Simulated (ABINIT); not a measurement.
**A GW chain in ABINIT: GaN (F-43m)**

Aim: the G0W0 gap of GaN (F-43m) on PBE with spin-orbit coupling, step by step.

Method: PBE and many-body steps on it, plane waves, in ABINIT 10.8.3.

**The experiments to reproduce.**

- Gap 3.23 eV: absorption onset (direct gap at Gamma) of unexcited film, from imaginary part of dielectric function; spectroscopic ellipsometry (steady-state reference of time-resolved measurement); 300 K; film on 3C-SiC/Si(001) (“Femtosecond pump-probe absorption edge spectroscopy of cubic GaN”, 2022, arxiv:2206.02223).

## Step 1: Starting point

The structure is cubic, space group F-43m (No. 216). Conventional cell: a = 4.507 Å, b = 4.507 Å, c = 4.507 Å, α = 90.00°, β = 90.00°, γ = 90.00°. Nearest to Ga lie 4 N at 1.95 Å. N has 4 Ga at 1.95 Å nearest. Farther neighbours, and contacts between anions beyond the nearest, are not listed.

The cell and positions are those that the Materials Project relaxed with its own functionals (PBE, PBE+U or r2SCAN), kept fixed. This is not the form that GaN usually takes at ambient conditions.

## Step 2: Ground state

This step: ABINIT 10.8.3; DFT, PBE with spin-orbit coupling, plane waves, norm-conserving pseudopotentials.

The ground-state density comes first.

run.abi

```
acell 3*1.0 Angstrom
rprim 
  0.000000000000 2.253500607500 2.253500607500
  2.253500607500 0.000000000000 2.253500607500
  2.253500607500 2.253500607500 0.000000000000
ntypat 2
znucl 31 7
natom 2
typat 1 2
xred 
  0.000000000000 0.000000000000 0.000000000000
  0.750000000000 0.750000000000 0.750000000000
pp_dirpath "pseudos"
pseudos "Ga.upf, N.upf"
ecut 45
nspinor 2
ngkpt 6 6 6
nshiftk 1
shiftk 0 0 0
kptopt 1
chksymbreak 0
nband 36
occopt 1
tolvrs 1e-10
nstep 60
prtwf 0
optforces 0
optstress 0
indata_prefix "in"
outdata_prefix "out"
tmpdata_prefix "tmp"
```

The run is started by

```
OMP_NUM_THREADS=1 mpirun -n 8 abinit run.abi > log
```

The program printed:

```text
.Version 10.8.3 of ABINIT. v10.8.2 released Aug 2026.

 Symmetries : space group F-4 3 m (#216); Bravais cF (face-center cubic)
================================================================================
 Values of the parameters that define the memory need of the present run
     intxc =       0    ionmov =       0      iscf =       7    lmnmax =      14
     lnmax =      14     mgfft =      40  mpssoang =       5    mqgrid =    3001
     natom =       2  nloc_mem =       1    nspden =       1   nspinor =       2
    nsppol =       1      nsym =      24    n1xccc =    2501    ntypat =       2
    occopt =       1   xclevel =       2
-    mband =          36        mffmem =           1         mkmem =           2
       mpw =        2252          nfft =       64000          nkpt =          16
================================================================================
  Rough estimation (10% accuracy) of disk space for files :
================================================================================

--------------------------------------------------------------------------------
------------- Echo of variables that govern the present computation ------------
--------------------------------------------------------------------------------
 -outvars: echo values of preprocessed input variables --------
            acell      1.8897261259E+00  1.8897261259E+00  1.8897261259E+00 Bohr

      chksymbreak           0
             ecut      4.50000000E+01 Hartree
-          fftalg         312

              ixc     -101130
              kpt      0.00000000E+00  0.00000000E+00  0.00000000E+00
                       1.66666667E-01  0.00000000E+00  0.00000000E+00
                       3.33333333E-01  0.00000000E+00  0.00000000E+00
                       5.00000000E-01  0.00000000E+00  0.00000000E+00
                       1.66666667E-01  1.66666667E-01  0.00000000E+00
                       3.33333333E-01  1.66666667E-01  0.00000000E+00
                       5.00000000E-01  1.66666667E-01  0.00000000E+00
                      -3.33333333E-01  1.66666667E-01  0.00000000E+00
                      -1.66666667E-01  1.66666667E-01  0.00000000E+00
   [... 5 further rows ...]
                      -3.33333333E-01  3.33333333E-01  1.66666667E-01
                      -3.33333333E-01  5.00000000E-01  1.66666667E-01
         kptrlatt        6    0    0      0    6    0      0    0    6
          kptrlen      3.61345620E+01
P           mkmem           2
            natom           2
            nband          36
            ngfft          40      40      40
             nkpt          16
          nspinor           2
            nstep          60
             nsym          24
           ntypat           2
              occ      1.000000  1.000000  1.000000  1.000000  1.000000  1.000000
                       1.000000  1.000000  1.000000  1.000000  1.000000  1.000000
                       1.000000  1.000000  1.000000  1.000000  1.000000  1.000000
                       1.000000  1.000000  1.000000  1.000000  1.000000  1.000000
                       1.000000  1.000000  0.000000  0.000000  0.000000  0.000000
                       0.000000  0.000000  0.000000  0.000000  0.000000  0.000000
        optforces           0
        optstress           0
            prtwf           0
            rprim      0.0000000000E+00  2.2535006075E+00  2.2535006075E+00
[...]
spgroup         216

           tolvrs      1.00000000E-10

             xred      0.0000000000E+00  0.0000000000E+00  0.0000000000E+00
[...]
znucl       31.00000    7.00000

================================================================================

 chkinp: Checking input parameters for consistency.

================================================================================
== DATASET  1 ==================================================================
-   mpi_nproc: 8, omp_nthreads: 1 (-1 if OMP is not activated)

--- !DatasetInfo
iteration_state: {dtset: 1, }
dimensions: {natom: 2, nkpt: 16, mband: 36, nsppol: 1, nspinor: 2, nspden: 1, mpw: 2252, }
cutoff_energies: {ecut:  45.0, pawecutdg:  -1.0, }
electrons: {nelect:   2.60000000E+01, charge:   0.00000000E+00, occopt:   1.00000000E+00, tsmear:   1.00000000E-02, }

 Real(R)+Recip(G) space primitive vectors, cartesian coordinates (Bohr,Bohr^-1):
 R(1)=  0.0000000  4.2584990  4.2584990  G(1)= -0.1174123  0.1174123  0.1174123
 R(2)=  4.2584990  0.0000000  4.2584990  G(2)=  0.1174123 -0.1174123  0.1174123
 R(3)=  4.2584990  4.2584990  0.0000000  G(3)=  0.1174123  0.1174123 -0.1174123
 Unit cell volume ucvol=  1.5445417E+02 bohr^3
 Angles (23,13,12)=  6.00000000E+01  6.00000000E+01  6.00000000E+01 degrees

 getcut: wavevector=  0.0000  0.0000  0.0000  ngfft=  40  40  40
         ecut(hartree)=     45.000   => boxcut(ratio)=   2.19947

--- Pseudopotential description ------------------------------------------------
- Ga Generated using ONCVPSP code by D. R. Hamann
- 31.00000  21.00000  180506                  znucl, zion, pspdat
12 -101130 2 -1 1926                          pspcod,pspxc,lmax,lloc,mmax
     nproj     2     3     2     0
     spin-orbit psp
        nprojso     4     3     0
  pspatm : epsatm=   21.86199699
         --- l  ekb(1:nproj) -->
[...]
1   -5.676217   -1.349810   -0.000026
[...]
spin-orbit 1    0.211857    0.072172   -0.001103   -0.000023
  spin-orbit 2    0.017944    0.011148   -0.000068
 pspatm: atomic psp has been read  and splines computed

- N Generated using ONCVPSP code by D. R. Hamann
-  7.00000   5.00000  180423                  znucl, zion, pspdat
12 -101130 1 -1 1058                          pspcod,pspxc,lmax,lloc,mmax
     nproj     2     2     0     0
     spin-orbit psp
        nprojso     2     0     0
  pspatm : epsatm=    5.21132191
         --- l  ekb(1:nproj) -->
[...]
1   -4.293833   -1.006955
  spin-orbit 1    0.005231    0.001392
 pspatm: atomic psp has been read  and splines computed

   7.03906291E+02                                ecore*ucvol(ha*bohr**3)
--------------------------------------------------------------------------------

_setup2: Arith. and geom. avg. npw (full set) are    2226.079    2226.062

================================================================================

--- !BeginCycle
iteration_state: {dtset: 1, }
solver: {iscf: 7, nstep: 60, nline: 4, wfoptalg: 0, }
tolerances: {tolvrs: 1.00E-10, }

     iter   Etot(hartree)      deltaE(h)  residm     vres2
 ETOT  1  -257.91667279124    -2.579E+02 5.585E-01 9.651E+02
 ETOT  2  -258.53432863545    -6.177E-01 1.849E-02 9.683E+02
 ETOT  3  -258.68212712521    -1.478E-01 4.498E-03 1.410E+00
 ETOT  4  -258.68237564563    -2.485E-04 2.706E-04 4.144E-01
 ETOT  5  -258.68242357056    -4.792E-05 7.393E-05 5.448E-02
 ETOT  6  -258.68243363946    -1.007E-05 6.965E-05 2.171E-03
 ETOT  7  -258.68243387333    -2.339E-07 3.726E-05 2.184E-04
 ETOT  8  -258.68243390456    -3.123E-08 7.736E-05 3.625E-06
 ETOT  9  -258.68243390523    -6.689E-10 2.764E-05 2.735E-08
 ETOT 10  -258.68243390523    -2.160E-12 9.421E-05 1.204E-10
 ETOT 11  -258.68243390523     2.558E-12 3.176E-05 1.171E-11

 At SCF step   11       vres2   =  1.17E-11 < tolvrs=  1.00E-10 =>converged.

--- !ResultsGS
iteration_state: {dtset: 1, }
comment   : Summary of ground state results
lattice_vectors:
- [  0.0000000,   4.2584990,   4.2584990, ]
- [  4.2584990,   0.0000000,   4.2584990, ]
- [  4.2584990,   4.2584990,   0.0000000, ]
lattice_lengths: [   6.02243,    6.02243,    6.02243, ]
lattice_angles: [ 60.000,  60.000,  60.000, ] # degrees, (23, 13, 12)
lattice_volume:   1.5445417E+02
convergence: {deltae:  2.558E-12, res2:  1.171E-11, residm:  3.176E-05, diffor:  0.000E+00, }
etotal    :  -2.58682434E+02
entropy   :   0.00000000E+00
fermie    :   2.52589173E-01
cartesian_stress_tensor: null
pressure_GPa: null
xred      :
- [  0.0000E+00,   0.0000E+00,   0.0000E+00, Ga]
- [  7.5000E-01,   7.5000E-01,   7.5000E-01,  N]
cartesian_forces: null
force_length_stats: {min: null, max: null, mean: null, }

 Integrated electronic density in atomic spheres:
 ------------------------------------------------
 Atom  Sphere_radius  Integrated_density
    1        2.00000         18.88400188
    2        2.00000          5.24851528
================================================================================

 ----iterations are completed or convergence reached----

 Mean square residual over all n,k,spin=   14.841E-08; max=  31.762E-06
 reduced coordinates (array xred) for    2 atoms
       0.000000      0.000000      0.000000
       0.750000      0.750000      0.750000
 rms dE/dt=  0.0000E+00; max dE/dt=  0.0000E+00; dE/dt below (all hartree)
    1       0.000000      0.000000      0.000000
    2       0.000000      0.000000      0.000000

 cartesian coordinates (angstrom) at end:
    1      0.000000     0.000000     0.000000
    2      3.380251     3.380251     3.380251
 length scales=  1.889726  1.889726  1.889726 bohr
              =  1.000000  1.000000  1.000000 angstroms
 prteigrs : about to open file out_EIG
 Fermi (or HOMO) energy (hartree) =   0.25259   Average Vxc (hartree)=  -0.43122
 Eigenvalues (hartree) for nkpt=  16  k points:
 kpt#   1, nband= 36, wtk=  0.00463, kpt=  0.0000  0.0000  0.0000 (reduced coord)
  -4.97488   -4.97488   -3.25248   -3.25248   -3.11928   -3.11928   -3.11928   -3.11928
  -0.33222   -0.33222   -0.25230   -0.25230   -0.25230   -0.25230   -0.23908   -0.23908
  -0.23065   -0.23065   -0.23065   -0.23065    0.25213    0.25213    0.25259    0.25259
   0.25259    0.25259    0.31661    0.31661    0.62500    0.62500    0.63693    0.63693
   0.63693    0.63693    0.89991    0.89991
 prteigrs : prtvol=0 or 1, do not print more k-points.

--- !EnergyTerms
iteration_state     : {dtset: 1, }
comment             : Components of total free energy in Hartree
kinetic             :  1.276791E+02
hartree             :  1.003473E+02
xc                  : -2.896352E+01
Ewald energy        : -1.353148E+02
psp_core            :  4.557380E+00
local_psp           : -2.666588E+02
non_local_psp       : -6.032906E+01
total_energy        : -2.586824E+02
total_energy_eV     : -7.039108E+03
band_energy         : -3.099977E+01

== END DATASET(S) ==============================================================
================================================================================

 -outvars: echo values of variables after computation  --------
           etotal     -2.5868243391E+02
            nband          36
             nkpt          16
          spgroup         216
 [... the other variables as echoed above ...]

 Calculation completed.
```

Elapsed: 35 s, on 8 MPI ranks of Intel Xeon Platinum 8259CL at 2.50GHz (Skylake/Cascade Lake), shared host; peak memory 0.67 GiB; 4.7 min of CPU time.

Read from the output:

```yaml
total_energy: -7039.1076 eV
gap: 1.742 eV
k_of_the_valence_top: 0, 0, 0
k_of_the_conduction_bottom: 0, 0, 0
least_direct_gap: 1.742 eV
```

The gap is direct, at Γ.

## Step 3: Bands along the symmetry lines

The cheap functional maps the bands first; the places of the edges decide which points the dearer methods must see.

run.abi

```
acell 3*1.0 Angstrom
rprim 
  0.000000000000 2.253500607500 2.253500607500
  2.253500607500 0.000000000000 2.253500607500
  2.253500607500 2.253500607500 0.000000000000
ntypat 2
znucl 31 7
natom 2
typat 1 2
xred 
  0.000000000000 0.000000000000 0.000000000000
  0.750000000000 0.750000000000 0.750000000000
pp_dirpath "pseudos"
pseudos "Ga.upf, N.upf"
ecut 45
nspinor 2
iscf -2
irdden 1
kptopt 0
nkpt 26
kpt 
  0.00000000 0.00000000 0.00000000
  -0.12500000 -0.12500000 0.00000000
  -0.25000000 -0.25000000 0.00000000
  -0.37500000 -0.37500000 0.00000000
  -0.50000000 -0.50000000 0.00000000
  -0.46875000 -0.46875000 0.06250000
  -0.43750000 -0.43750000 0.12500000
  -0.40625000 -0.40625000 0.18750000
  -0.37500000 -0.37500000 0.25000000
  -0.37500000 0.00000000 0.37500000
  -0.28125000 0.00000000 0.28125000
  -0.18750000 0.00000000 0.18750000
  -0.09375000 0.00000000 0.09375000
  0.00000000 0.00000000 0.00000000
  0.00000000 0.00000000 0.12500000
  0.00000000 0.00000000 0.25000000
  0.00000000 0.00000000 0.37500000
  0.00000000 0.00000000 0.50000000
  -0.12500000 -0.06250000 0.43750000
  -0.25000000 -0.12500000 0.37500000
  -0.37500000 -0.18750000 0.31250000
  -0.50000000 -0.25000000 0.25000000
  -0.50000000 -0.31250000 0.18750000
  -0.50000000 -0.37500000 0.12500000
  -0.50000000 -0.43750000 0.06250000
  -0.50000000 -0.50000000 0.00000000
istwfk *1
nband 42
nbdbuf 6
tolwfr 1e-08
nstep 40
prtwf 0
prtvol 0
indata_prefix "in"
outdata_prefix "out"
tmpdata_prefix "tmp"
```

The program printed:

```text
.Version 10.8.3 of ABINIT. v10.8.2 released Aug 2026.

 Symmetries : space group F-4 3 m (#216); Bravais cF (face-center cubic)
[... echo of the input left out ...]
== DATASET  1 ==================================================================
-   mpi_nproc: 8, omp_nthreads: 1 (-1 if OMP is not activated)

--- !DatasetInfo
iteration_state: {dtset: 1, }
dimensions: {natom: 2, nkpt: 26, mband: 42, nsppol: 1, nspinor: 2, nspden: 1, mpw: 2252, }
cutoff_energies: {ecut:  45.0, pawecutdg:  -1.0, }
electrons: {nelect:   2.60000000E+01, charge:   0.00000000E+00, occopt:   1.00000000E+00, tsmear:   1.00000000E-02, }

 Real(R)+Recip(G) space primitive vectors, cartesian coordinates (Bohr,Bohr^-1):
 R(1)=  0.0000000  4.2584990  4.2584990  G(1)= -0.1174123  0.1174123  0.1174123
 R(2)=  4.2584990  0.0000000  4.2584990  G(2)=  0.1174123 -0.1174123  0.1174123
 R(3)=  4.2584990  4.2584990  0.0000000  G(3)=  0.1174123  0.1174123 -0.1174123
 Unit cell volume ucvol=  1.5445417E+02 bohr^3
 Angles (23,13,12)=  6.00000000E+01  6.00000000E+01  6.00000000E+01 degrees

 getcut: wavevector=  0.0000  0.0000  0.0000  ngfft=  40  40  40
         ecut(hartree)=     45.000   => boxcut(ratio)=   2.19947

--- Pseudopotential description ------------------------------------------------
- Ga Generated using ONCVPSP code by D. R. Hamann
- 31.00000  21.00000  180506                  znucl, zion, pspdat
12 -101130 2 -1 1926                          pspcod,pspxc,lmax,lloc,mmax
     nproj     2     3     2     0
     spin-orbit psp
        nprojso     4     3     0
  pspatm : epsatm=   21.86199699
         --- l  ekb(1:nproj) -->
             0   -1.217787    4.966043
             1   -5.676217   -1.349810   -0.000026
             2  -10.594497   -3.838259
  spin-orbit 1    0.211857    0.072172   -0.001103   -0.000023
  spin-orbit 2    0.017944    0.011148   -0.000068
 pspatm: atomic psp has been read  and splines computed

- N Generated using ONCVPSP code by D. R. Hamann
-  7.00000   5.00000  180423                  znucl, zion, pspdat
12 -101130 1 -1 1058                          pspcod,pspxc,lmax,lloc,mmax
     nproj     2     2     0     0
     spin-orbit psp
        nprojso     2     0     0
  pspatm : epsatm=    5.21132191
         --- l  ekb(1:nproj) -->
             0    0.636274    7.494450
[...]
spin-orbit 1    0.005231    0.001392
 pspatm: atomic psp has been read  and splines computed

--------------------------------------------------------------------------------

================================================================================
 prteigrs : about to open file out_EIG
 Non-SCF case, kpt    1 (  0.00000  0.00000  0.00000), residuals and eigenvalues=
  3.45E-09  5.71E-09  2.39E-09  9.27E-09  3.39E-09  4.82E-09  1.61E-09  3.71E-09
  5.41E-09  7.48E-09  3.46E-09  4.40E-09  6.77E-09  8.04E-09  6.07E-09  9.81E-09
[...]
Non-SCF case, kpt    2 ( -0.12500 -0.12500  0.00000), residuals and eigenvalues=
[...]
1.23E-04  4.06E-04
[...]
Non-SCF case, kpt    3 ( -0.25000 -0.25000  0.00000), residuals and eigenvalues=
[...]
5.58E-05  4.11E-04
[...]
Non-SCF case, kpt   25 ( -0.50000 -0.43750  0.06250), residuals and eigenvalues=
[...]
Non-SCF case, kpt   26 ( -0.50000 -0.50000  0.00000), residuals and eigenvalues=
[...]
6.8268E-01  6.8268E-01  7.6337E-01  7.6337E-01  7.6757E-01  7.6757E-01
  1.0510E+00  1.0510E+00  1.1643E+00  1.1645E+00  1.1936E+00  1.1974E+00

--- !ResultsGS
iteration_state: {dtset: 1, }
comment   : Summary of ground state results
lattice_vectors:
- [  0.0000000,   4.2584990,   4.2584990, ]
- [  4.2584990,   0.0000000,   4.2584990, ]
- [  4.2584990,   4.2584990,   0.0000000, ]
lattice_lengths: [   6.02243,    6.02243,    6.02243, ]
lattice_angles: [ 60.000,  60.000,  60.000, ] # degrees, (23, 13, 12)
lattice_volume:   1.5445417E+02
convergence: {deltae:  0.000E+00, res2:  0.000E+00, residm:  9.975E-09, diffor:  0.000E+00, }
etotal    :  -2.58682434E+02
entropy   :   0.00000000E+00
fermie    :   2.52589173E-01
cartesian_stress_tensor: null
pressure_GPa: null
xred      :
- [  0.0000E+00,   0.0000E+00,   0.0000E+00, Ga]
- [  7.5000E-01,   7.5000E-01,   7.5000E-01,  N]
cartesian_forces: null
force_length_stats: {min: null, max: null, mean: null, }

 Integrated electronic density in atomic spheres:
 ------------------------------------------------
 Atom  Sphere_radius  Integrated_density
[...]
================================================================================

 ----iterations are completed or convergence reached----

 Mean square residual over all n,k,spin=   46.149E-10; max=  99.748E-10
 reduced coordinates (array xred) for    2 atoms
       0.000000      0.000000      0.000000
       0.750000      0.750000      0.750000

 cartesian coordinates (angstrom) at end:
    1      0.000000     0.000000     0.000000
    2      3.380251     3.380251     3.380251
 length scales=  1.889726  1.889726  1.889726 bohr
              =  1.000000  1.000000  1.000000 angstroms
 prteigrs : about to open file out_EIG
 Eigenvalues (hartree) for nkpt=  26  k points:
 kpt#   1, nband= 42, wtk=  1.00000, kpt=  0.0000  0.0000  0.0000 (reduced coord)
[...]
kpt#   2, nband= 42, wtk=  1.00000, kpt= -0.1250 -0.1250  0.0000 (reduced coord)
[...]
kpt#   3, nband= 42, wtk=  1.00000, kpt= -0.2500 -0.2500  0.0000 (reduced coord)
[...]
kpt#  25, nband= 42, wtk=  1.00000, kpt= -0.5000 -0.4375  0.0625 (reduced coord)
[...]
1.16251    1.16290
 kpt#  26, nband= 42, wtk=  1.00000, kpt= -0.5000 -0.5000  0.0000 (reduced coord)
[...]
0.15422    0.15422    0.37655    0.37655    0.49832    0.49832    0.68268    0.68268
   0.76337    0.76337    0.76757    0.76757    1.05103    1.05103    1.16429    1.16451
   1.19363    1.19740

== END DATASET(S) ==============================================================
================================================================================

 -outvars: echo values of variables after computation  --------
            nband          42
             nkpt          26
          spgroup         216
 [... the other variables as echoed above ...]

 Calculation completed.
```

Elapsed: 31 s, on 8 MPI ranks; peak memory 0.63 GiB.

This step gave:

* gap: 1.742 eV
* k of the valence top: 0, 0, 0
* k of the conduction bottom: 0, 0, 0
* least direct gap: 1.742 eV

The gap is 1.742 eV, as in the run before at this level.

The electronic bands at the labelled points (eV, zero at the top of the highest filled band):

| point | band 23 | band 24 | band 25 | band 26 | band 27 | band 28 | band 29 | band 30 |
| --- | --- | --- | --- | --- | --- | --- | --- | --- |
| Γ | 0.00 | 0.00 | 0.00 | 0.00 | 1.74 | 1.74 | 10.13 | 10.13 |
| halfway | -1.50 | -1.50 | -1.47 | -1.47 | 4.59 | 4.59 | 7.42 | 7.42 |
| X | -2.72 | -2.72 | -2.68 | -2.68 | 3.37 | 3.37 | 6.69 | 6.69 |
| halfway | -3.36 | -3.32 | -2.56 | -2.56 | 3.96 | 3.97 | 7.13 | 7.13 |
| U | -4.27 | -4.22 | -2.17 | -2.17 | 5.02 | 5.02 | 7.87 | 7.87 |
| jump to K | -4.27 | -4.22 | -2.17 | -2.17 | 5.02 | 5.02 | 7.87 | 7.87 |
| halfway | -2.13 | -2.10 | -0.54 | -0.53 | 5.21 | 5.23 | 8.49 | 8.53 |
| Γ | 0.00 | 0.00 | 0.00 | 0.00 | 1.74 | 1.74 | 10.13 | 10.13 |
| halfway | -0.53 | -0.53 | -0.52 | -0.51 | 4.08 | 4.08 | 8.80 | 8.80 |
| L | -0.98 | -0.98 | -0.96 | -0.96 | 4.66 | 4.66 | 8.72 | 8.72 |
| halfway | -3.02 | -2.98 | -1.79 | -1.75 | 6.64 | 6.65 | 7.02 | 7.04 |
| W | -3.71 | -3.70 | -3.64 | -3.60 | 6.23 | 6.23 | 8.38 | 8.39 |
| halfway | -3.24 | -3.19 | -3.17 | -3.16 | 4.59 | 4.61 | 7.49 | 7.49 |
| X | -2.72 | -2.72 | -2.68 | -2.68 | 3.37 | 3.37 | 6.69 | 6.69 |

(Continued in part 2 of 2.)

[Long decimals in the printed logs are rounded to 6 places.]

[Logs are printed without paths, hosts, clocks, repeated set-up lines and the standing remarks that a program may print on its own settings, such as how far it seeks lower states.]

[Paths, hosts, dates, memory and timing lines, banners, echoed tables and standing remarks are left out of the program output; an Ansatz launch command may be rebuilt from the run's recorded settings. Measured values are a selection of at most five: reports struck by readers or far from the other reports are left out. None is set beside runs whose start may be inverted or whose files or cutoffs have a known fault.]

[Runs of the session that timed out or met a known fault of the program may be left out.]

[Hosts, paths, dates, database ids (printed as entryN), source tags and the programs' standing remarks are cut or masked in the printed files.]

[G0W0 gaps are taken among the corrected bands and points alone; a level outside them can change the order at an edge.]

[Where Ansatz stands beside ABINIT at settings called matched, ABINIT's density can come from a denser mesh and the files from another edition; pairs whose starting gaps differed by over 0.03 eV were left out, so agreement reads better than it is.]
